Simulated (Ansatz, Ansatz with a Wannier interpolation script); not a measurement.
**G0W0 band structure of WS2 (Tungstenite)**

Aim: the G0W0 bands of WS2 (Tungstenite) along the symmetry lines, with the gap off the mesh.

Method: LDA, Wannier functions and G0W0, plane waves, PAW, in Ansatz 0.2.0.

Most raw output is cut from this account.

The database entry behind the starting cell differs from later determinations by our own check (an axis about 1.4 % long against later determinations), so it need not match the best structure at ambient conditions.

**1. Starting point**

It takes space group P6_3/mmc (No. 194, hexagonal). The conventional cell has a = 3.180 Å, b = 3.180 Å, c = 12.500 Å, α = 90.00°, β = 90.00°, γ = 120.00°. Nearest to W lie 6 S at 2.41 Å. Nearest to S lie 3 W at 2.41 Å. Farther neighbours and most contacts between anions are not listed.

As a file:

```cif
data_structure
_symmetry_space_group_name_H-M 'P 1'
_symmetry_Int_Tables_number 1
_cell_length_a 3.1800
_cell_length_b 3.1800
_cell_length_c 12.5000
_cell_angle_alpha 90.000
_cell_angle_beta 90.000
_cell_angle_gamma 120.000
_cell_volume 109.47
loop_
_atom_site_label
_atom_site_type_symbol
_atom_site_fract_x
_atom_site_fract_y
_atom_site_fract_z
_atom_site_occupancy
W1 W 0.33333 0.66667 0.25000 1
W2 W 0.66667 0.33333 0.75000 1
S3 S 0.33333 0.66667 0.62500 1
S4 S 0.66667 0.33333 0.12500 1
S5 S 0.33333 0.66667 0.87500 1
S6 S 0.66667 0.33333 0.37500 1
```

The cell and positions come from the Crystallography Open Database and are kept as given unless a step says otherwise. Spin-orbit coupling is left out unless a step names it. The default PAW set here is soft_2. Its files were made with PBE.

**2. LDA bands**

Levels along a band path, at the cheap level, show where the edges lie and whether the meshes to come will hold them.

This step: DFT, LDA, plane waves, PAW.

input.yaml reads:

```yaml
crystal:
  lattice:
    - [3.18, 0.0, 0.0]
    - [-1.59, 2.753960784, 0.0]
    - [0.0, 0.0, 12.5]
  atoms:
    - { symbol: W, position: [0.3333333333, 0.6666666667, 0.25] }
    - { symbol: W, position: [0.6666666667, 0.3333333333, 0.75] }
    - { symbol: S, position: [0.3333333333, 0.6666666667, 0.625] }
    - { symbol: S, position: [0.6666666667, 0.3333333333, 0.125] }
    - { symbol: S, position: [0.3333333333, 0.6666666667, 0.875] }
    - { symbol: S, position: [0.6666666667, 0.3333333333, 0.375] }
kpoints:
  mp_grid: { grid: [6, 6, 2] }
  band_path:
    path:
      - [[0.0, 0.0, 0.0], [0.5, 0.0, 0.0], [0.33333333, 0.33333333, 0.0], [0.0, 0.0, 0.0], [0.0, 0.0, 0.5], [0.5, 0.0, 0.5], [0.33333333, 0.33333333, 0.5], [0.0, 0.0, 0.5]]
      - [[0.5, 0.0, 0.5], [0.5, 0.0, 0.0]]
      - [[0.33333333, 0.33333333, 0.5], [0.33333333, 0.33333333, 0.0]]
    npoints: 10
hamiltonian:
  xc: lda
scf:
  occupations: { method: fermi_dirac, width: 0.02 }
  n_extra_bands: 58
output:
  eigenvalues: true
  fatbands: true
  write_density: true
  write_potential: true
  elf: true
  volumetric_format: npy
```

Run with:

```console
$ ansatz run input.yaml --threads 3 --pin off --max-ram 64512MiB --backend cuda --events-out ev --progress --plain --runs-dir out --devices 1 --max-vram 24GiB  # rebuilt from the run's record
```

Wall time 9.6 s (1 × NVIDIA H100 80GB HBM3 (shared by 3 runs) with 3 threads of AMD EPYC 7R13 (Zen 3), shared host); peak memory 1.2 GiB; 19 s of CPU time.

Numbers from this step:

```yaml
filled_bands: 26
gap: 0.9711 eV
valence_top_at: Γ
conduction_bottom_at: k = (0.167, 0.167, 0.000)
least_direct_gap: 1.714 eV
```

The gap is indirect, with the least direct gap 0.74 eV higher.

The electronic bands at the labelled points (eV, zero at the top of the highest nominally filled band):

| point | band 23 | band 24 | band 25 | band 26 | band 27 | band 28 | band 29 | band 30 |
| --- | --- | --- | --- | --- | --- | --- | --- | --- |
| Γ | -2.26 | -1.52 | -1.15 | 0.00 | 2.23 | 2.23 | 2.24 | 2.24 |
| halfway | -2.55 | -1.81 | -1.58 | -1.46 | 1.32 | 1.81 | 2.00 | 2.24 |
| M | -1.97 | -1.81 | -1.65 | -1.50 | 2.15 | 2.19 | 2.49 | 2.73 |
| halfway | -2.89 | -2.55 | -1.22 | -0.99 | 1.81 | 1.89 | 2.69 | 2.77 |
| K | -2.86 | -2.86 | -0.76 | -0.59 | 1.13 | 1.13 | 2.07 | 3.21 |
| halfway | -2.06 | -1.77 | -1.54 | -1.51 | 0.97 | 1.76 | 1.98 | 2.06 |
| Γ | -2.26 | -1.52 | -1.15 | 0.00 | 2.23 | 2.23 | 2.24 | 2.24 |
| halfway | -2.26 | -2.08 | -0.71 | -0.07 | 2.23 | 2.23 | 2.23 | 2.23 |
| A | -2.28 | -2.28 | -0.31 | -0.31 | 2.23 | 2.23 | 2.23 | 2.23 |
| halfway | -2.27 | -2.27 | -1.48 | -1.48 | 1.71 | 1.71 | 1.89 | 1.89 |
| L | -1.89 | -1.89 | -1.56 | -1.56 | 2.17 | 2.17 | 2.63 | 2.63 |
| halfway | -2.77 | -2.77 | -1.10 | -1.10 | 1.85 | 1.85 | 2.75 | 2.75 |
| H | -3.00 | -3.00 | -0.68 | -0.68 | 1.13 | 1.13 | 2.56 | 2.56 |
| halfway | -1.97 | -1.97 | -1.52 | -1.52 | 1.34 | 1.34 | 2.10 | 2.10 |
| A | -2.28 | -2.28 | -0.31 | -0.31 | 2.23 | 2.23 | 2.23 | 2.23 |
| jump to L | -1.89 | -1.89 | -1.56 | -1.56 | 2.17 | 2.17 | 2.63 | 2.63 |
| halfway | -1.95 | -1.83 | -1.62 | -1.51 | 2.15 | 2.18 | 2.54 | 2.70 |
| M | -1.97 | -1.81 | -1.65 | -1.50 | 2.15 | 2.19 | 2.49 | 2.73 |
| jump to H | -3.00 | -3.00 | -0.68 | -0.68 | 1.13 | 1.13 | 2.56 | 2.56 |
| halfway | -2.92 | -2.92 | -0.74 | -0.62 | 1.13 | 1.13 | 2.20 | 2.99 |
| K | -2.86 | -2.86 | -0.76 | -0.59 | 1.13 | 1.13 | 2.07 | 3.21 |

Valence density in the ac plane at fractional y = 0.333, with atoms of W and S within 0.2 Å of it. It is the smooth field of the valence electrons, not physical close to the nuclei.

Values in e/Å³, 24 rows by 16 columns, each cell a mean:
```
0.1 0.1 0.1 0.1 0.1 0.1 0.1 0.0 0.0 0.0 0.0 0.0 0.0 0.0 0.0 0.1
0.2 0.2 0.3 0.3 0.3 0.2 0.2 0.1 0.1 0.1 0.1 0.1 0.1 0.1 0.1 0.1
0.4 0.5 0.5 0.5 0.5 0.4 0.3 0.2 0.2 0.2 0.1 0.1 0.1 0.2 0.2 0.3
0.4 0.5 0.5 0.5 0.5 0.5 0.4 0.4 0.4 0.4 0.4 0.4 0.4 0.4 0.4 0.4
0.4 0.4 0.4 0.4 0.4 0.4 0.5 0.8 1.4 2.2 2.8 2.9 2.4 1.7 0.9 0.5
0.5 0.3 0.3 0.3 0.3 0.4 0.8 2.1 4.0 5.1 4.8 4.7 5.2 4.5 2.7 1.1
0.5 0.3 0.3 0.3 0.3 0.4 0.7 1.6 3.1 4.4 4.7 4.7 4.6 3.6 2.0 0.9
0.4 0.4 0.4 0.4 0.4 0.4 0.4 0.5 0.8 1.1 1.4 1.5 1.3 0.9 0.6 0.4
0.4 0.5 0.6 0.6 0.5 0.5 0.4 0.3 0.3 0.2 0.2 0.2 0.2 0.3 0.3 0.4
0.3 0.4 0.4 0.4 0.4 0.3 0.3 0.2 0.1 0.1 0.1 0.1 0.1 0.1 0.2 0.2
0.1 0.2 0.2 0.2 0.2 0.1 0.1 0.1 0.1 0.0 0.0 0.0 0.0 0.1 0.1 0.1
0.0 0.0 0.1 0.1 0.1 0.0 0.0 0.0 0.0 0.1 0.1 0.1 0.1 0.0 0.0 0.0
0.1 0.0 0.0 0.0 0.0 0.1 0.1 0.1 0.2 0.2 0.3 0.3 0.2 0.2 0.1 0.1
0.2 0.1 0.1 0.1 0.1 0.2 0.3 0.5 0.7 0.9 1.0 1.0 0.9 0.8 0.5 0.3
0.4 0.2 0.1 0.1 0.2 0.3 0.6 0.9 1.1 0.9 0.6 0.5 0.8 1.1 1.0 0.7
0.4 0.3 0.2 0.2 0.3 0.4 0.6 0.9 1.1 1.0 0.8 0.7 1.0 1.1 1.0 0.7
0.4 0.4 0.4 0.4 0.4 0.4 0.5 0.5 0.6 0.7 0.7 0.7 0.7 0.6 0.6 0.5
0.5 0.7 0.8 0.9 0.8 0.6 0.4 0.4 0.3 0.3 0.3 0.3 0.3 0.3 0.3 0.4
0.5 0.6 0.7 0.7 0.6 0.5 0.4 0.4 0.4 0.4 0.4 0.4 0.4 0.4 0.4 0.4
0.4 0.3 0.3 0.3 0.3 0.4 0.5 0.7 0.9 0.9 0.9 0.9 1.0 0.9 0.7 0.6
0.4 0.3 0.2 0.2 0.2 0.4 0.6 0.9 1.1 0.9 0.5 0.4 0.8 1.1 1.0 0.7
0.3 0.2 0.1 0.1 0.2 0.3 0.5 0.8 1.0 1.1 0.9 0.9 1.0 1.1 0.9 0.5
0.1 0.1 0.1 0.1 0.1 0.1 0.2 0.3 0.5 0.6 0.7 0.7 0.6 0.5 0.3 0.2
0.0 0.0 0.0 0.0 0.0 0.0 0.1 0.1 0.1 0.1 0.1 0.1 0.1 0.1 0.1 0.1
```
Columns run along a (3.2 Å), rows up along c (12.5 Å). Atoms in or near the plane, at fractional coordinates: W at (0.67, 0.75), S at (0.67, 0.12), S at (0.67, 0.38).

Electrostatic potential energy in the ac plane at fractional y = 0.333, with atoms of W and S within 0.2 Å of it. With pseudopotentials it is smooth inside the atoms' cores, unlike the true potential.

Values in eV, 24 rows by 16 columns, each cell a mean:
```
 15  15  15  15  15  15  15  15  16  16  16  16  16  16  16  15
 13  11  10  10  11  12  13  14  15  15  15  15  15  15  14  14
  9   6   3   3   4   7  10  12  13  14  14  14  14  13  13  11
  8   7   5   5   6   7   9   9   8   6   5   5   6   7   9   9
  6   9  10  10   9   7   3  -5 -16 -25 -28 -29 -27 -19  -9   1
  1   7  10  11   9   4  -8 -27 -39 -39 -39 -39 -39 -39 -33 -14
  3   8  10  11   9   5  -4 -20 -34 -38 -39 -39 -38 -36 -26  -9
  8   9   9   9   9   8   6   2  -4 -11 -15 -16 -13  -7   0   5
  8   6   3   2   4   7   9  10  11  11  10  10  11  11  11  10
 10   8   6   5   6   9  11  13  14  14  15  15  14  14  13  12
 14  13  13  13  13  14  14  15  15  15  16  16  16  15  15  14
 16  15  15  15  15  16  16  16  16  16  16  16  16  16  16  16
 15  15  16  16  16  15  15  14  13  13  12  12  12  13  14  15
 13  14  15  15  14  13  11   6  -3 -11 -15 -16 -13  -6   3   9
  9  12  14  14  13  10   4 -11 -27 -27 -21 -20 -25 -29 -17   0
  8  11  11  11  11   9   5  -7 -22 -28 -26 -26 -28 -25 -12   2
  6   5   3   3   4   5   7   6   4   0  -3  -4  -1   3   6   7
  1  -4  -8  -9  -6  -2   3   7   9  10  11  11  10  10   8   5
  3  -1  -5  -5  -3   1   4   7   9   9   9   9   9   9   8   6
  8   8   7   7   8   8   7   3  -5 -13 -17 -17 -14  -7   1   6
  8  11  12  12  12   9   3 -12 -27 -28 -22 -21 -26 -29 -17   0
 10  13  14  14  13  11   6  -6 -20 -26 -25 -24 -26 -24 -11   3
 14  15  15  15  15  14  13  10   6   2  -1  -2   1   5   9  12
 16  16  16  16  16  16  15  15  15  14  14  14  14  15  15  15
```
Columns run along a (3.2 Å; values clipped at the 3rd and 97th percentile), rows up along c (12.5 Å). Atoms in or near the plane, at fractional coordinates: W at (0.67, 0.75), S at (0.67, 0.12), S at (0.67, 0.38).

**3. Wannier functions (S:3p W:5d) on 12×12×4**

Localised functions give a small Hamiltonian that interpolates between mesh points at no cost.

This step: maximally localised Wannier functions, LDA, plane waves, PAW.

input.yaml, the sections that differ from step 2:

```yaml
kpoints:
  mp_grid: { grid: [6, 6, 2] }
scf:
  occupations: { method: fixed }
  n_extra_bands: 58
output:
  wannier:
    kmesh: [12, 12, 4]
    projections: [{ species: S, l: p, shell: 3 }, { species: W, l: d, shell: 5 }]
    minimise: true
    write_hr: true
    seedname: w
    conv_tol: 1.0e-07
    max_iter: 4000
    disentanglement:
      window: [3.36, 16.92]
      frozen_window: [3.36, 13.26]
      conv_tol: 1.0e-08
# crystal, hamiltonian: as in step 2
```

The job ended after 43 s (1 × NVIDIA H100 80GB HBM3 (shared by 3 runs) with 3 threads; peak memory 1.6 GiB; 70 s of CPU time).

This step gave:

```
gauge-invariant spread     : 41.28 Å²
diagonal spread            : 0.09039 Å²
off-diagonal spread        : 3.075 Å²
total spread               : 44.44 Å²
least projectability       : 0.4470
localisation steps         : 36
disentanglement steps      : 57
r.m.s. interpolation error : 4.14e-4 eV
r.m.s. error near the gap  : 5.80e-4 eV
```

Near the gap the model misses directly solved bands by 0.6 meV r.m.s. and by 4 meV at most in the window tested. This tests the starting bands, not the corrections carried with them.

Wannier functions, by row:

| function | x (Å) | y (Å) | z (Å) | spread (Å²) | nearest atom | distance (Å) |
| --- | --- | --- | --- | --- | --- | --- |
| 1 | 0.081 | 1.789 | 7.82 | 1.89 | S3 | 0.094 |
| 2 | -0.081 | 1.789 | 7.82 | 1.89 | S3 | 0.094 |
| 3 | 0 | 1.929 | 7.82 | 1.89 | S3 | 0.094 |
| 4 | 1.509 | 0.965 | 1.57 | 1.89 | S4 | 0.094 |
| 5 | 1.671 | 0.965 | 1.57 | 1.89 | S4 | 0.094 |
| 6 | 1.59 | 0.825 | 1.57 | 1.89 | S4 | 0.094 |
| 7 | -0.081 | 1.789 | 10.93 | 1.89 | S5 | 0.094 |
| 8 | 0.081 | 1.789 | 10.93 | 1.89 | S5 | 0.094 |
| 9 | 0 | 1.929 | 10.93 | 1.89 | S5 | 0.094 |
| 10 | 1.671 | 0.965 | 4.68 | 1.89 | S6 | 0.094 |
| 11 | 1.509 | 0.965 | 4.68 | 1.89 | S6 | 0.094 |
| 12 | 1.59 | 0.825 | 4.68 | 1.89 | S6 | 0.094 |
| 13 | 0.109 | 1.899 | 3.125 | 2.017 | W1 | 0.126 |
| 14 | 0 | 1.785 | 3.125 | 2.415 | W1 | 0.051 |
| 15 | 0 | 1.888 | 3.125 | 2.415 | W1 | 0.052 |
| 16 | 0 | 1.71 | 3.125 | 2.017 | W1 | 0.126 |
| 17 | -0.109 | 1.899 | 3.125 | 2.018 | W1 | 0.126 |
| 18 | 1.699 | 0.855 | 9.375 | 2.017 | W2 | 0.126 |
| 19 | 1.59 | 0.969 | 9.375 | 2.415 | W2 | 0.051 |
| 20 | 1.59 | 0.866 | 9.375 | 2.415 | W2 | 0.052 |
| 21 | 1.59 | 1.044 | 9.375 | 2.017 | W2 | 0.126 |
| 22 | 1.481 | 0.855 | 9.375 | 2.017 | W2 | 0.126 |

Frozen up to 2.27 eV; above it the model need not follow the bands. Electronic bands along the path, in eV, zero at the valence-band top:

| point | band 23 | band 24 | band 25 | band 26 | band 27 | band 28 | band 29 | band 30 |
| --- | --- | --- | --- | --- | --- | --- | --- | --- |
| Γ | -2.26 | -1.52 | -1.15 | 0.00 | 2.23 | 2.23 | 2.24 | 2.24 |
| halfway | -2.55 | -1.81 | -1.58 | -1.46 | 1.32 | 1.81 | 2.00 | 2.24 |
| M | -1.97 | -1.81 | -1.65 | -1.50 | 2.15 | 2.19 | 2.51 | 2.73 |
| halfway | -2.89 | -2.55 | -1.22 | -0.99 | 1.81 | 1.89 | 2.69 | 2.79 |
| K | -2.86 | -2.86 | -0.76 | -0.59 | 1.13 | 1.13 | 2.07 | 3.21 |
| halfway | -2.06 | -1.77 | -1.54 | -1.51 | 0.97 | 1.76 | 1.98 | 2.06 |
| Γ | -2.26 | -1.52 | -1.15 | 0.00 | 2.23 | 2.23 | 2.24 | 2.24 |
| halfway | -2.26 | -2.08 | -0.71 | -0.07 | 2.23 | 2.23 | 2.23 | 2.23 |
| A | -2.28 | -2.28 | -0.31 | -0.31 | 2.23 | 2.23 | 2.23 | 2.23 |
| halfway | -2.27 | -2.27 | -1.48 | -1.48 | 1.71 | 1.71 | 1.89 | 1.89 |
| L | -1.89 | -1.89 | -1.56 | -1.56 | 2.17 | 2.17 | 2.63 | 2.63 |
| halfway | -2.77 | -2.77 | -1.10 | -1.10 | 1.85 | 1.85 | 2.76 | 2.76 |
| H | -3.00 | -3.00 | -0.68 | -0.68 | 1.13 | 1.13 | 2.56 | 2.56 |
| halfway | -1.97 | -1.97 | -1.52 | -1.52 | 1.34 | 1.34 | 2.10 | 2.10 |
| A | -2.28 | -2.28 | -0.31 | -0.31 | 2.23 | 2.23 | 2.23 | 2.23 |
| jump to L | -1.89 | -1.89 | -1.56 | -1.56 | 2.17 | 2.17 | 2.63 | 2.63 |
| halfway | -1.95 | -1.83 | -1.62 | -1.51 | 2.15 | 2.18 | 2.55 | 2.70 |
| M | -1.97 | -1.81 | -1.65 | -1.50 | 2.15 | 2.19 | 2.51 | 2.73 |
| jump to H | -3.00 | -3.00 | -0.68 | -0.68 | 1.13 | 1.13 | 2.56 | 2.56 |
| halfway | -2.92 | -2.92 | -0.74 | -0.62 | 1.13 | 1.13 | 2.20 | 3.00 |
| K | -2.86 | -2.86 | -0.76 | -0.59 | 1.13 | 1.13 | 2.07 | 3.21 |

The same for Kohn-Sham, solved directly:

| point | band 23 | band 24 | band 25 | band 26 | band 27 | band 28 | band 29 | band 30 |
| --- | --- | --- | --- | --- | --- | --- | --- | --- |
| Γ | -2.26 | -1.52 | -1.15 | 0.00 | 2.23 | 2.23 | 2.24 | 2.24 |
| M | -1.97 | -1.81 | -1.65 | -1.50 | 2.15 | 2.19 | 2.49 | 2.73 |
| K | -2.86 | -2.86 | -0.76 | -0.59 | 1.13 | 1.13 | 2.07 | 3.21 |
| Γ | -2.26 | -1.52 | -1.15 | 0.00 | 2.23 | 2.23 | 2.24 | 2.24 |
| A | -2.28 | -2.28 | -0.31 | -0.31 | 2.23 | 2.23 | 2.23 | 2.23 |
| L | -1.89 | -1.89 | -1.56 | -1.56 | 2.17 | 2.17 | 2.63 | 2.63 |
| H | -3.00 | -3.00 | -0.68 | -0.68 | 1.13 | 1.13 | 2.56 | 2.56 |
| A | -2.28 | -2.28 | -0.31 | -0.31 | 2.23 | 2.23 | 2.23 | 2.23 |
| L | -1.89 | -1.89 | -1.56 | -1.56 | 2.17 | 2.17 | 2.63 | 2.63 |
| M | -1.97 | -1.81 | -1.65 | -1.50 | 2.15 | 2.19 | 2.49 | 2.73 |
| H | -3.00 | -3.00 | -0.68 | -0.68 | 1.13 | 1.13 | 2.56 | 2.56 |
| K | -2.86 | -2.86 | -0.76 | -0.59 | 1.13 | 1.13 | 2.07 | 3.21 |

**4. G0W0 at every point of the mesh: 6×6×2 mesh, 456 empty bands, screening to 150 eV**

Now the one-shot GW correction: screening in the RPA, then the self-energy of the levels asked for.

This step: G0W0 on LDA, plane waves, PAW.

input.yaml, the sections that differ from step 3:

```yaml
scf:
  occupations: { method: fixed }
gw:
  n_empty_bands: 456
  ecut_chi: 150.0
  qp_bands: [v14, c6]
  screening: { model: contour_deformation }
# crystal, kpoints, hamiltonian: as in step 3
# output: removed
```

The job ended after 70 s (1 × NVIDIA H100 80GB HBM3 (shared by 3 runs) with 3 threads; peak memory 1.6 GiB).

Numbers from this step:

```yaml
bands_summed: 482
rpa_eps_infinity_on_this_mesh_eigenvalues: 5.753, 14.36, 14.36
plane_waves_in_the_screening_matrix: 463
q_points_in_the_mesh: 72
g0w0_gap_on_the_mesh: 1.402 eV
k_of_the_valence_top: 0, 0, 0
k_of_the_conduction_bottom: 0.1667, 0.1667, 0
starting_gap_on_the_mesh: 0.9711 eV
z_at_the_valence_top: 0.7519
z_at_the_conduction_bottom: 0.7639
least_direct_g0w0_gap_on_the_computed_points: 2.212 eV
```

The gap on the mesh goes from 0.97 eV to 1.40 eV, a correction of +0.43 eV. Between the two edge states, bare exchange in place of the xc potential would open the gap by 4.66 eV, and correlation takes back 4.23 eV.

**5. Interpolating the corrections**

A script adds the corrections, carried to the Wannier functions and back, to the LDA levels, along the path and on a 26×26×4 mesh.

```
G0W0 gap over the zone     : 1.398 eV
valence top at             : Γ
starting gap over the zone : 0.9644 eV
least direct G0W0 gap      : 2.212 eV
G0W0 gap on the mesh       : 1.402 eV
valence width, start       : 7.483 eV
valence width, G0W0        : 7.624 eV
gap by a rigid shift       : 1.395 eV
```

(Part 1 of 2 ends here.)

[Paths, hosts, dates, memory and timing lines, banners, echoed tables and standing remarks are left out of the program output.]

[Logs are printed without paths, hosts, clocks, repeated set-up lines and the standing remarks that a program may print on its own settings, such as how far it seeks lower states.]

[Runs of the session that timed out or met a known fault of the program may be left out.]

[Hosts, paths, dates, database ids (printed as entryN), source tags and the programs' standing remarks are cut or masked in the printed files.]
